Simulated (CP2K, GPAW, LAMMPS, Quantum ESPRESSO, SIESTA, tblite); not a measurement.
## Glassy 69P2O5-27MgO-4Sc2O3 (mol %) (145 atoms): runs against a plane-wave reference

Density of this cell: 2.55 g/cm³. The cell holds 145 atoms: 36 P, 7 Mg, 2 Sc and 100 O. Cell: a = 12.469 Å, b = 12.469 Å, c = 12.469 Å, α = 90.0°, β = 90.0°, γ = 90.0°. 145 atoms (36 P, 7 Mg, 2 Sc, 100 O) placed at random at 2.46 g/cm³, melted at 4000 K for 10 ps at fixed volume with the Morse and Coulomb pair potential with partial charges (Pedone, Malavasi, Menziani, Cormack and Segre, J. Phys. Chem. B 110, 11780 (2006)). Quenched from 4000 K to 300 K at 25 K/ps and fixed volume, held 10 ps at zero pressure.

Geometry: as built.

The reference, a calculation:

| Item | Value |
| --- | --- |
| method | Kohn-Sham DFT, PBE, SSSP efficiency 1.3.0 pseudopotentials, plane waves (Quantum ESPRESSO 7.5); sssp-pbe-1.3.0-efficiency, cutoffs 60/480 Ry, Γ point |
| r.m.s. force component | 1.762 eV/Å |
| longest force | 8.632 eV/Å |
| pressure | 2.038 GPa |
| gap (highest filled to lowest empty level) | 0.629 eV |
| time | 8.8 min on 4 MPI ranks of Arm Neoverse V2, shared host |
| CPU time | 35 min |

Runs, in no order:
A. SIESTA PBE, DZP, shift 0.01 Ry, mesh 500 Ry: Kohn-Sham DFT, PBE, PseudoDojo 0.4.1 norm-conserving pseudopotentials (converted to PSML), numerical atomic orbitals (DZP), diagonalisation
B. GPAW PBE, LCAO dzp, h 0.18 Å: Kohn-Sham DFT, PBE, PAW, atomic orbitals (dzp)
C. CP2K PBE, DZVP-UZH, 1200/60 Ry, diagonalisation: Kohn-Sham DFT, PBE, GTH-PBE pseudopotentials, Gaussian and plane waves, DZVP-MOLOPT (UZH set), diagonalisation
D. SIESTA PBE, SZ, shift 0.02 Ry, mesh 500 Ry: Kohn-Sham DFT, PBE, PseudoDojo 0.4.1 norm-conserving pseudopotentials (converted to PSML), numerical atomic orbitals (SZ), diagonalisation

**Question.** Rank the runs by how far their forces lie from the reference's, least first.

C, A, B, D.

```
                                               run  Δ force, r.m.s. (meV/Å)  share of r.m.s. force (%)  CPU time
C. CP2K PBE, DZVP-UZH, 1200/60 Ry, diagonalisation                      177                       10.0    13 min
    A. SIESTA PBE, DZP, shift 0.01 Ry, mesh 500 Ry                      281                       15.9   8.3 min
                   B. GPAW PBE, LCAO dzp, h 0.18 Å                      482                       27.4     5 min
     D. SIESTA PBE, SZ, shift 0.02 Ry, mesh 500 Ry                     2826                        160   3.1 min
```

The network of bonds at the start is that of the classical potential that made the cell, and needn't be the one that DFT or experiment would give. The electronic-structure runs sample only Γ, in a cell whose shortest periodic width is 12 Å.

[Logs are printed without paths, hosts, clocks, repeated set-up lines and the standing remarks that a program may print on its own settings, such as how far it seeks lower states.]

[Hosts, paths, dates, database ids (printed as entryN), source tags and the programs' standing remarks are cut or masked in the printed files.]
